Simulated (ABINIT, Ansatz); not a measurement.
# K2LiAlF6 (Fm-3m): G0W0 on several meshes in ABINIT, part 2 of 2

How does the mesh move the gap of K2LiAlF6 (Fm-3m)?

ABINIT 10.8.3; LDA and many-body steps on it, plane waves. Known limits of the many-body steps: not at the basis limit; coarse k mesh.

So far. Step 4 (2×2×2): The gap on the mesh goes from 7.55 eV to 11.93 eV, a correction of +4.38 eV. Step 5 (Empty states on the mesh, 4×4×4 mesh, 122 bands): On this mesh the gap is 7.553 eV.

## (7) 4×4×4

This step: G0W0 on LDA, plane waves, norm-conserving pseudopotentials.

run.abi reads:

```
acell 3*1.0 Angstrom
rprim 
  0.000000000000 3.921000000000 3.921000000000
  3.921000000000 0.000000000000 3.921000000000
  3.921000000000 3.921000000000 -0.000000000000
ntypat 4
znucl 19 3 13 9
natom 10
typat 1 1 2 3 4 4 4 4 4 4
xred 
  0.250000000000 0.250000000000 0.250000000000
  0.750000000000 0.750000000000 0.750000000000
  0.500000000000 0.500000000000 0.500000000000
  0.000000000000 -0.000000000000 0.000000000000
  0.768900000000 0.231100000000 0.231100000000
  0.231100000000 0.768900000000 0.231100000000
  0.231100000000 0.768900000000 0.768900000000
  0.768900000000 0.231100000000 0.768900000000
  0.231100000000 0.231100000000 0.768900000000
  0.768900000000 0.768900000000 0.231100000000
pp_dirpath "pseudos"
pseudos "K.upf, Li.upf, Al.upf, F.upf"
ecut 36
ngkpt 4 4 4
nshiftk 1
shiftk 0 0 0
kptopt 1
chksymbreak 0
istwfk *1
occopt 1
irdwfk 1
optdriver 4
nband 112
gwcalctyp 0
ecutsigx 36
symsigma 1
nkptgw 1
kptgw 
  0.0000000000 0.0000000000 0.0000000000
bdgw 
  31 36
ecuteps 4.2
irdscr 1
ppmodel 1
indata_prefix "in"
outdata_prefix "out"
tmpdata_prefix "tmp"
```

Run with:

```
> OMP_NUM_THREADS=1 mpirun -n 4 abinit run.abi > log
```

Numbers of over 12 decimals in the logs are rounded to 6 here.

Log:

```text
.Version 10.8.3 of ABINIT. v10.8.2 released Aug 2026.

 Symmetries : space group Fm -3 m (#225); Bravais cF (face-center cubic)
[... echo of the input left out ...]
== DATASET  1 ==================================================================
-   mpi_nproc: 4, omp_nthreads: 1 (-1 if OMP is not activated)

--- !DatasetInfo
iteration_state: {dtset: 1, }
dimensions: {natom: 10, nkpt: 8, mband: 112, nsppol: 1, nspinor: 1, nspden: 1, mpw: 8424, }
cutoff_energies: {ecut:  36.0, pawecutdg:  -1.0, }
electrons: {nelect:   6.60000000E+01, charge:   0.00000000E+00, occopt:   1.00000000E+00, tsmear:   1.00000000E-02, }

 SIGMA: Calculation of the GW corrections

 Based on a program developped by R.W. Godby, V. Olevano, G. Onida, and L. Reining.
 Incorporated in ABINIT by V. Olevano, G.-M. Rignanese, and M. Torrent.
.Using double precision arithmetic ; gwpc =  8

[... cell and pseudopotentials left out ...]
--------------------------------------------------------------------------------

 ==== K-mesh for the wavefunctions ====
 Number of points in the irreducible wedge :     8
[... list of points left out ...]
 Together with 48 symmetry operations and time-reversal symmetry
 yields    64 points in the full Brillouin Zone.

 ==== Q-mesh for screening function ====
 Number of points in the irreducible wedge :     8
[... list of points left out ...]
 Together with 48 symmetry operations and time-reversal symmetry
 yields    64 points in the full Brillouin Zone.

 vcoul_init : cutoff-mode = AUXILIARY_FUNCTION
 q-points for optical limit:   1
     1)      0.000010    0.000020    0.000030
 setmesh: FFT mesh size selected  =    60x   60x   60
          total number of points  =       216000

 Number of electrons calculated from density =   66.0000; Expected =   66.0000
[...]
number of k-points in BZ                           64
 number of q-points in BZ                           64
 number of frequencies for dSigma/dE                 9
 frequency step for dSigma/dE [eV]                0.25
 number of omega for Sigma on real axis              0
 max omega for Sigma on real axis  [eV]           0.00
 zcut for avoiding poles [eV]                     0.10

 EPSILON^-1 parameters (SCR file):
 dimension of the eps^-1 matrix on file            331
 dimension of the eps^-1 matrix used               331
 number of plane-waves for wavefunctions          8393
 number of bands                                   112
 number of q-points in IBZ                           8
 number of frequencies                               2
 number of real frequencies                          1
 number of imag frequencies                          1

 matrix elements of self-energy operator (all in [eV])

 Perturbative Calculation

--- !SelfEnergy_ee
iteration_state: {dtset: 1, }
kpoint     : [   0.000,    0.000,    0.000, ]
spin       : 1
KS_gap     :    7.553
QP_gap     :   12.098
Delta_QP_KS:    4.545
data: !SigmaeeData |
     Band     E0 <VxcDFT>   SigX SigC(E0)      Z dSigC/dE  Sig(E)    E-E0       E
       31   0.311 -22.823 -30.809   5.199   0.824  -0.214 -25.120  -2.297  -1.986
       32   0.311 -22.823 -30.809   5.199   0.824  -0.214 -25.120  -2.297  -1.986
       33   0.311 -22.823 -30.809   5.199   0.824  -0.214 -25.120  -2.297  -1.986
       34   7.864 -11.405  -6.210  -2.683   0.895  -0.118  -9.157   2.248  10.112
       35  10.340 -10.713  -4.793  -2.612   0.899  -0.113  -7.740   2.972  13.313
       36  10.340 -10.713  -4.793  -2.612   0.899  -0.113  -7.740   2.972  13.313

== END DATASET(S) ==============================================================
================================================================================

 -outvars: echo values of variables after computation  --------
           etotal      0.0000000000E+00
            nband         112
             nkpt           8
          spgroup         225
 [... the other variables as echoed above ...]

 Calculation completed.
```

The job ended after 23 s (4 MPI ranks of Arm Neoverse N1, shared host; peak memory 1.8 GiB).

Numbers from this step:

| Property | Result |
| --- | --- |
| G0W0 gap on the points computed | 12.10 eV |
| starting gap on the mesh | 7.553 eV |
| k of the valence top | 0, 0, 0 |
| k of the conduction bottom | 0, 0, 0 |
| Z at the valence top | 0.824 |
| Z at the conduction bottom | 0.895 |
| least direct G0W0 gap on the computed points | 12.10 eV |

Against G0W0 in ABINIT (2×2×2 mesh, 112 bands, screening to 114.3 eV, Godby-Needs plasmon pole), the gap moves by +0.169 eV.

## (8) Side by side

Times are wall times on 4 MPI ranks of Arm Neoverse N1, shared host, good to a factor of about two. A run's time includes the screening step that it read.

```csv
run,mesh,bands,screening cutoff (eV),DFT gap (eV),gap on the mesh (eV),direct (eV),ε∞ used,time
2×2×2,2×2×2,112,114.3,7.553,11.929,11.929,2.05,66 s
4×4×4,4×4×4,112,114.3,7.553,12.098,12.098,2.03,7.1 min
```

## (9) What came out

```yaml
2x2x2: 11.929 eV
4x4x4: 12.098 eV
known_limits: not at the basis limit; coarse k mesh
```

**Reading.** 4×4×4: +0.169 eV against 2×2×2. Bands and cutoff are finite, so the gap is not at the basis limit. The miss can reach some tenths of an eV and take either sign; the mesh is an error of its own. In the first G0W0 run levels were corrected at 1 k point alone, so a gap called «on the mesh» is the least over those, and an edge elsewhere would be missed. The 2×2×2 mesh is coarse for this cell, which bears on the long-range parts of exchange and screening.

[Paths, hosts, dates, memory and timing lines, banners, echoed tables and standing remarks are left out of the program output.]

[Logs are printed without paths, hosts, clocks, repeated set-up lines and the standing remarks that a program may print on its own settings, such as how far it seeks lower states.]

[Runs of the session that timed out or met a known fault of the program may be left out.]

[No measured gap is set beside runs whose start may be inverted or whose files or cutoffs have a known fault.]

[Hosts, paths, dates, database ids (printed as entryN), source tags and the programs' standing remarks are cut or masked in the printed files.]

[G0W0 gaps are taken among the corrected bands and points alone; a level outside them can change the order at an edge.]

[Where Ansatz stands beside ABINIT at settings called matched, ABINIT's density can come from a denser mesh and the files from another edition; pairs whose starting gaps differed by over 0.03 eV were left out, so agreement reads better than it is.]
